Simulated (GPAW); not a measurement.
# Ballistic transport through a C6 chain between two Ga chains, from relaxation to T(E), part 2 of 2

How well does a C6 chain between two Ga chains conduct once its atoms have relaxed, and how much do cheaper levels lose?

GPAW 26.7.0; GPAW LCAO, PAW setups; relaxation of the junction within the symmetry of its start, lead ends held (the session's first sound run).

So far, transmission at the Fermi level (one spin): step 3 (GPAW, dzp, PBE, GPAW) 1.57; step 4 (basis szp(dzp), PBE, GPAW) 1.55; step 5 (basis sz(dzp), PBE, GPAW) 1.49; step 6 (RPBE) 1.56. Also open channels of the lead at the Fermi level (one spin): step 4 3.

## (7) The structure as built: geometry = "as built"

The dzp basis with PBE on the structure as first built shows what the relaxation was worth.

Input file run.py:

```python
import json
import numpy as np
from ase import Atoms
from ase.transport.calculators import TransportCalculator
from gpaw import GPAW, FermiDirac
from gpaw.lcao.tools import get_lcao_hamiltonian
from scipy.linalg import eigh

# The junction with lead layers at both ends, along the third cell vector
device = Atoms(
    ['Ga', 'Ga', 'Ga', 'Ga', 'Ga', 'Ga', 'C', 'C', 'C', 'C', 'C', 'C', 'Ga', 'Ga', 'Ga', 'Ga', 'Ga', 'Ga'],
    positions=[
        [4.50000, 4.50000, 1.27500],
        [4.50000, 4.50000, 3.82500],
        [4.50000, 4.50000, 6.37500],
        [4.50000, 4.50000, 8.92500],
        [4.50000, 4.50000, 11.47500],
        [4.50000, 4.50000, 14.02500],
        [4.50000, 4.50000, 15.87340],
        [4.50000, 4.50000, 17.10340],
        [4.50000, 4.50000, 18.44340],
        [4.50000, 4.50000, 19.67340],
        [4.50000, 4.50000, 21.01340],
        [4.50000, 4.50000, 22.24340],
        [4.50000, 4.50000, 24.09180],
        [4.50000, 4.50000, 26.64180],
        [4.50000, 4.50000, 29.19180],
        [4.50000, 4.50000, 31.74180],
        [4.50000, 4.50000, 34.29180],
        [4.50000, 4.50000, 36.84180]],
    cell=[[9.0, 0.0, 0.0], [0.0, 9.0, 0.0], [0.0, 0.0, 38.1168]],
    pbc=True)

# One principal layer of the lead: the first 3 atoms of the device
lead = Atoms(
    ['Ga', 'Ga', 'Ga'],
    positions=[
        [4.50000, 4.50000, 1.27500],
        [4.50000, 4.50000, 3.82500],
        [4.50000, 4.50000, 6.37500]],
    cell=[[9.0, 0.0, 0.0], [0.0, 9.0, 0.0], [0.0, 0.0, 7.65]],
    pbc=True)

settings = dict(mode='lcao', basis='dzp', xc='PBE', h=0.2,
                occupations=FermiDirac(0.1), maxiter=250,
                mixer=dict(beta=0.1, nmaxold=8, weight=100.0),
                convergence=dict(density=0.0001))
energies = np.arange(-2, 2 + 1e-9, 0.025)
eta = 0.0001
n1, n2 = 1, 1
# k and -k transmit alike, so half of the mesh across the current serves
mesh = [(i, j) for i in range(n1) for j in range(n2) if (i, j) <= (-i % n1, -j % n2)]
weights = np.array([1 if (i, j) == (-i % n1, -j % n2) else 2 for i, j in mesh]) / (n1 * n2)


def ground_state(atoms, size, txt):
    atoms.calc = GPAW(kpts={'size': size, 'gamma': True}, symmetry={'tolerance': 1e-3}, txt=txt, **settings)
    atoms.get_potential_energy()
    return atoms.calc.get_fermi_level()


def blocks(atoms, fermi, points, nz, cells):
    """H - E_F S and S between cell 0 and the cells above it, at each point across the current."""
    kz = np.arange(nz) / nz
    calc = atoms.calc.fixed_density(kpts=[(*k, z) for k in points for z in kz], symmetry='off', txt=None)
    H, S = get_lcao_hamiltonian(calc)
    H = (H - fermi * S).reshape(len(H), len(points), nz, *S.shape[1:])
    S = S.reshape(H.shape[1:])
    phases = [np.exp(-2j * np.pi * kz * R) / nz for R in cells]
    return [(np.einsum('skzij,z->ksij', H, p), np.einsum('kzij,z->kij', S, p)) for p in phases]


def pair(a, b):
    return np.block([[a, b], [b.T.conj(), a]])


def count_channels(h, s, cells, nk=240):
    """Half the number of times that the lead's bands cross each energy, unfolded to its shortest repeat."""
    b = len(h) // cells
    bands = []
    for k in (np.arange(nk + 1) + 0.5) / nk:
        hk, sk = h[:b, :b].copy(), s[:b, :b].copy()
        for R in range(1, cells):
            phase, block = np.exp(2j * np.pi * k * R), slice(R * b, (R + 1) * b)
            hk += h[:b, block] * phase + (h[:b, block] * phase).T.conj()
            sk += s[:b, block] * phase + (s[:b, block] * phase).T.conj()
        w, u = eigh(sk)
        x = u[:, w > 1e-5] / w[w > 1e-5]**0.5  # drop near-dependent combinations
        bands.append(np.r_[eigh(x.T.conj() @ hk @ x, eigvals_only=True), [1e9] * (w <= 1e-5).sum()])
    below = np.array(bands)[:, :, None] < energies
    return (below[1:] != below[:-1]).sum((0, 1)) / 2


fermi_lead = ground_state(lead, (1, 1, 15), 'lead.txt')
fermi_device = ground_state(device, (1, 1, 2), 'device.txt')
T, channels, eigen, tail, misfit, shifts = [], [], [], 0.0, 0.0, []
for first in range(0, len(mesh), 342):
    points = [(i / n1, j / n2) for i, j in mesh[first:first + 342]]
    (H0k, S0k), (H1k, S1k), (H2k, _) = blocks(lead, fermi_lead, points, 5, range(3))
    [(Hk, Sk)] = blocks(device, fermi_device, points, 2, [0])
    tail = max(tail, abs(H2k).max())
    for H0, S0, H1, S1, H, S in zip(H0k, S0k, H1k, S1k, Hk, Sk):
        n = len(S0)
        # Shift the lead onto the potential of the device's first layer
        shift = ((H[:, 0, 0] - H0[:, 0, 0]) / S0[0, 0]).real.mean()
        shifts.append(shift)
        misfit = max(misfit, abs(H[:, :n, :n] - H0 - shift * S0).max())
        Tk, Ck, Ek = [], [], []
        for s in range(len(H)):
            t = s % len(H0)  # a lead without moments serves both spins
            h1, s1 = pair(H0[t] + shift * S0, H1[t] + shift * S1), pair(S0, S1)
            leads = dict(h1=h1, s1=s1, energies=energies, eta=eta, eta1=eta, eta2=eta)
            calc = TransportCalculator(h=H[s], s=S, eigenchannels=3, **leads)
            Tk.append(calc.get_transmission())
            Ek.append(np.sort(calc.eigenchannels_ne, axis=0)[::-1])
            Ck.append(count_channels(h1, s1, 6))
        T.append(Tk)
        channels.append(Ck)
        eigen.append(Ek)
T, channels = np.array(T), np.array(channels)
mean, open_channels = np.einsum('kse,k->se', T, weights), np.einsum('kse,k->se', channels, weights)

print(f'basis functions: device {len(S)}, principal layer {n}')
print(f'Fermi level: lead {fermi_lead:.4f} eV, device {fermi_device:.4f} eV; lead shifted by {np.mean(shifts):.4f} eV')
print(f'largest coupling past the next layer {tail:.2e} eV, largest misfit of the first layer {misfit:.3f} eV')
print('  E-E_F (eV)   ' + 'T (one spin)  channels')
for e, t, c in zip(energies, mean.T, open_channels.T):
    print(f'{e:10.3f}  ', *[f'{x:11.4e}' for x in t], *[f'{x:9.4f}' for x in c])

kT = 8.617333e-5 * 300
fine = np.linspace(energies[0], energies[-1], 4001)
both = np.exp(np.interp(fine, energies, np.log(np.maximum(mean.sum(0) * 2 / len(mean), 1e-30))))
fermi = lambda mu: 1 / (1 + np.exp(np.clip((fine - mu) / kT, -200, 200)))
slope = fermi(0) * (1 - fermi(0)) / kT
G = np.trapezoid(both * slope, fine) / 2
seebeck = -np.trapezoid(both * slope * fine, fine) / (2 * G * 300) * 1e6
print(f'conductance at 300 K: {G:.5g} G0 a cell; thermopower {seebeck:.4g} uV/K')
bias = [0.1, 0.2, 0.5, 1.0, 1.5, 2.0]
current = [38.74 * np.trapezoid(both * (fermi(V / 2) - fermi(-V / 2)), fine) for V in bias]
for V, I in zip(bias, current):
    print(f'current from the zero-bias T(E) at {V} V: {I:.5g} uA')
zero = abs(energies).argmin()
json.dump(dict(energies=energies.tolist(), T=mean.tolist(), channels=open_channels.tolist(), G=G, seebeck=seebeck,
               bias=bias, current=current, tail=tail, misfit=misfit, shift=np.mean(shifts), n_device=len(S), n_lead=n,
               fermi=[fermi_lead, fermi_device], energy=device.get_potential_energy(),
               moments=device.get_magnetic_moments().tolist(), mesh=mesh, weights=weights.tolist(),
               T_k=T[:, :, zero].tolist(), eigen=np.array(eigen[0]).tolist()), open('result.json', 'w'))
```

Started as:

```sh
> OMP_NUM_THREADS=1 OPENBLAS_NUM_THREADS=1 python run.py
```

The job ended after 61 s (1 thread of Arm Neoverse V1, shared host; peak memory 1.2 GiB).

This step gave:

| Property | Result |
| --- | --- |
| conductance | 1.493 G₀ |
| thermopower | -9.804 μV/K |
| largest coupling past the next principal layer | 6.03e-5 eV |
| largest misfit of the first principal layer | 0.01054 eV |
| shift that aligns the lead | 0.006090 eV |
| transmission at the Fermi level (one spin) | 1.516 |

One spin. Table of transmission, zone mean by energy, zero at the Fermi level:

```csv
energy (eV),"transmission, zone mean"
-2.000,1.5e-5
-1.900,1.5e-5
-1.800,1.5e-5
-1.700,1.5e-5
-1.600,1.5e-5
-1.500,8.2e-6
-1.400,7.8e-6
-1.300,1.2e-5
-1.200,1.2e-5
-1.100,1.3e-5
-1.000,1.3e-5
-0.900,1.3e-5
-0.800,1.3e-5
-0.700,1.3e-5
-0.600,1.3e-5
-0.500,1.3e-5
-0.400,1.3e-5
-0.300,1.3e-5
-0.200,0.603
-0.100,1.21
0.000,1.52
0.100,1.62
0.200,1.66
0.300,1.71
0.400,1.78
0.500,1.85
0.600,1.91
0.700,1.95
0.800,1.98
0.900,1.99
1.000,2.00
1.100,1.99
1.200,1.99
1.300,1.98
1.400,1.98
1.500,1.97
1.600,1.97
1.700,1.97
1.800,1.97
1.900,1.98
2.000,1.98
```

The conductance, 1.49 G₀, lies 4.1 % below that of the dzp run.

## (8) The ladder

Times are for 1 thread of Arm Neoverse V1, shared host. The runs compared:

```csv
no.,run,conductance (G₀),time,memory (GiB)
1,dzp,1.556,66 s,1.2
2,szp,1.520,55 s,1.2
3,sz,1.445,38 s,1.1
4,dzp RPBE,1.546,61 s,1.2
5,asbuilt,1.493,61 s,1.2
```

## (9) Comparison

The curves are compared point by point over the common energies.

This step: comparison of transmission and cost over codes, levels and geometry (GPAW 26.7.0).

Ladder, by row:

```csv
step,code,T at the Fermi level (sum over the listed spins),conductance (G0),r.m.s. T(E) from the first,wall time (s),peak memory (GiB),threads
dzp,GPAW,1.568,1.556,0,66.22,1.24,1
szp,GPAW,1.551,1.52,0.1385,54.84,1.22,1
sz,GPAW,1.487,1.445,0.1503,37.73,1.12,1
dzp-RPBE,GPAW,1.556,1.546,0.0108,60.52,1.24,1
asbuilt,GPAW,1.516,1.493,0.1339,61.14,1.24,1
```

Table of transmission, zone mean, sum over the listed spins by energy, zero at the Fermi level:

```csv
energy (eV),dzp,szp,sz,dzp-RPBE,asbuilt
-2.000,1.8e-5,3.4e-6,1.7e-6,2.0e-5,1.5e-5
-1.800,1.7e-5,3.4e-6,1.7e-6,1.9e-5,1.5e-5
-1.600,1.7e-5,5.2e-8,2.9e-10,1.9e-5,1.5e-5
-1.400,1.2e-5,5.2e-7,7.7e-7,1.9e-5,7.8e-6
-1.200,1.6e-5,2.7e-6,1.6e-6,1.9e-5,1.2e-5
-1.000,1.6e-5,3.4e-6,2.0e-6,2.0e-5,1.3e-5
-0.800,1.7e-5,4.0e-6,2.3e-6,2.0e-5,1.3e-5
-0.600,1.7e-5,4.5e-6,2.7e-6,2.0e-5,1.3e-5
-0.400,1.8e-5,5.0e-6,3.1e-6,2.1e-5,1.3e-5
-0.200,0.900,0.519,0.586,0.948,0.603
0.000,1.57,1.55,1.49,1.56,1.52
0.200,1.55,1.60,1.53,1.54,1.66
0.400,1.51,1.65,1.59,1.49,1.78
0.600,1.60,1.82,1.80,1.58,1.91
0.800,1.78,1.96,1.96,1.77,1.98
0.925,1.89,2.00,2.00,1.88,1.99
0.950,1.91,2.00,2.00,1.90,2.00
1.000,1.94,1.99,1.99,1.93,2.00
1.200,2.00,1.90,1.89,2.00,1.99
1.225,2.00,1.88,1.87,2.00,1.99
1.400,1.97,1.77,1.74,1.97,1.98
1.600,1.89,1.66,1.64,1.89,1.97
1.800,1.81,1.60,1.60,1.80,1.97
2.000,1.75,1.57,1.59,1.75,1.98
```

## (10) Basis sz(dzp), functional revPBE

A smaller basis is cheaper in every inversion. The functional moves levels against the Fermi level.

This step: GPAW LCAO, PAW setups; Landauer transmission from Green's functions with principal layers (ASE), zero bias (GPAW 26.7.0).

run.py: that of step 7 with these lines changed.

```diff
@@ -17,10 +17,10 @@
         [4.50000, 4.50000, 11.47500],
-        [4.50000, 4.50000, 14.02500],
-        [4.50000, 4.50000, 15.87340],
-        [4.50000, 4.50000, 17.10340],
-        [4.50000, 4.50000, 18.44340],
-        [4.50000, 4.50000, 19.67340],
-        [4.50000, 4.50000, 21.01340],
-        [4.50000, 4.50000, 22.24340],
-        [4.50000, 4.50000, 24.09180],
+        [4.50000, 4.50000, 13.92079],
+        [4.50000, 4.50000, 15.82905],
+        [4.50000, 4.50000, 17.09266],
+        [4.50000, 4.50000, 18.42882],
+        [4.50000, 4.50000, 19.68798],
+        [4.50000, 4.50000, 21.02414],
+        [4.50000, 4.50000, 22.28775],
+        [4.50000, 4.50000, 24.19601],
         [4.50000, 4.50000, 26.64180],
@@ -43,3 +43,3 @@
 
-settings = dict(mode='lcao', basis='dzp', xc='PBE', h=0.2,
+settings = dict(mode='lcao', basis='sz(dzp)', xc='revPBE', h=0.2,
                 occupations=FermiDirac(0.1), maxiter=250,
```

Wall time 37 s (1 thread); peak memory 1.1 GiB.

This step gave:

```yaml
conductance: 1.444 G₀
largest_coupling_past_the_next_principal_layer: 5.77e-5 eV
largest_misfit_of_the_first_principal_layer: 0.01687 eV
shift_that_aligns_the_lead: 0.01696 eV
basis_functions_of_the_junction: 72
basis_functions_of_a_principal_layer: 12
transmission_at_the_fermi_level_one_spin: 1.482
```

One spin. The transmission, zone mean by energy, zero at the Fermi level:

energy (eV), transmission, zone mean and a bar:
```
   -2.000       0.00 
   -1.800       0.00 
   -1.600       0.00 
   -1.400       0.00 
   -1.200       0.00 
   -1.000       0.00 
   -0.800       0.00 
   -0.600       0.00 
   -0.400       0.00 
   -0.200       0.53 ########
    0.000       1.48 ######################
    0.200       1.52 #######################
    0.400       1.58 ########################
    0.600       1.78 ###########################
    0.800       1.96 #############################
    0.950       2.00 ##############################
    1.000       1.99 ##############################
    1.200       1.89 ############################
    1.400       1.74 ##########################
    1.600       1.64 #########################
    1.800       1.59 ########################
    2.000       1.58 ########################
```

Crossings of the lead's bands, unfolded to its shortest repeat. Table of open channels, zone mean by energy, zero at the Fermi level:

energy (eV), open channels, zone mean and a bar:
```
   -2.000       1.00 ##########
   -1.900       1.00 ##########
   -1.800       1.00 ##########
   -1.700       1.00 ##########
   -1.600       0.00 
   -1.500       0.00 
   -1.400       1.00 ##########
   -1.300       1.00 ##########
   -1.200       1.00 ##########
   -1.100       1.00 ##########
   -1.000       1.00 ##########
   -0.900       1.00 ##########
   -0.800       1.00 ##########
   -0.700       1.00 ##########
   -0.600       1.00 ##########
   -0.500       1.00 ##########
   -0.400       1.00 ##########
   -0.300       1.00 ##########
   -0.200       3.00 ##############################
   -0.100       3.00 ##############################
    0.000       3.00 ##############################
    0.100       3.00 ##############################
    0.200       3.00 ##############################
    0.300       3.00 ##############################
    0.400       3.00 ##############################
    0.500       3.00 ##############################
    0.600       3.00 ##############################
    0.700       3.00 ##############################
    0.800       3.00 ##############################
    0.900       3.00 ##############################
    1.000       3.00 ##############################
    1.100       3.00 ##############################
    1.200       3.00 ##############################
    1.300       3.00 ##############################
    1.400       3.00 ##############################
    1.500       3.00 ##############################
    1.600       3.00 ##############################
    1.700       3.00 ##############################
    1.800       3.00 ##############################
    1.900       3.00 ##############################
    2.000       3.00 ##############################
```

Not self-consistent under bias; the bias window is split evenly. Table of current through one cell, from the zero-bias transmission by bias:

```csv
bias (V),"current through one cell, from the zero-bias transmission (μA)"
0.100,11.1
0.200,21.6
0.500,46.0
1.000,76.8
1.500,112
2.000,150
```

The transmission of the three most open eigenchannels by energy, zero at the Fermi level:

```csv
energy (eV),channel 1,channel 2,channel 3
-0.400,3.9e-6,0,0
-0.200,0.265,0.265,4.4e-6
0.000,0.741,0.741,5.1e-6
0.200,0.761,0.761,5.8e-6
0.400,0.790,0.790,6.6e-6
0.600,0.892,0.892,7.6e-6
0.800,0.978,0.978,8.8e-6
1.000,0.995,0.995,1.0e-5
1.200,0.943,0.943,1.2e-5
1.400,0.871,0.871,1.4e-5
1.600,0.819,0.819,1.6e-5
1.800,0.795,0.795,1.9e-5
2.000,0.791,0.791,2.3e-5
```

The conductance, 1.44 G₀, lies 7.2 % below that of the dzp run.

## (11) What came out

```yaml
conductance: 1.56 G₀
transmission_at_the_fermi_level_mean_of_the_spins: 1.57
thermopower: -3.08 μV/K
open_channels_of_the_lead_there: 3
```

In the dzp basis the junction conducts 1.56 G₀ at 300 K, with T = 1.57 a spin at the Fermi level; the sz basis reaches that conductance within 10 %. Relaxation moved atoms by up to 0.10 Å and took the conductance from 1.49 to 1.56 G₀, as a ratio a smaller change than the step from dzp to the minimal basis. The scatterer reflects about 48 % of the incoming channels at the Fermi level. At the Fermi level two eigenchannels carry the current (0.78 and 0.78). Measured against the first run (dzp), the nearest curve is that of dzp-RPBE (r.m.s. 0.011) and the farthest that of sz (0.15). Over the compared runs wall time goes from 38 s (sz) to 66 s (dzp), on a shared host. The leads kept an estimated spacing and the cell its length, so the junction may be under some tension or compression. The geometry comes from the orbital basis, which tends to overbind, and kept the symmetry of the start, so a structure of lower symmetry may lie lower. An evenly spaced straight chain is an idealisation: free chains tend to dimerise, zigzag or, where a band edge lies near the Fermi level, turn magnetic. The currents use the zero-bias T(E) throughout, which holds only while the bias is small against the distance to the nearest feature.

[Logs are printed without paths, hosts, clocks, repeated set-up lines and the standing remarks that a program may print on its own settings, such as how far it seeks lower states.]

[Hosts, paths, dates, database ids (printed as entryN), source tags and the programs' standing remarks are cut or masked in the printed files.]
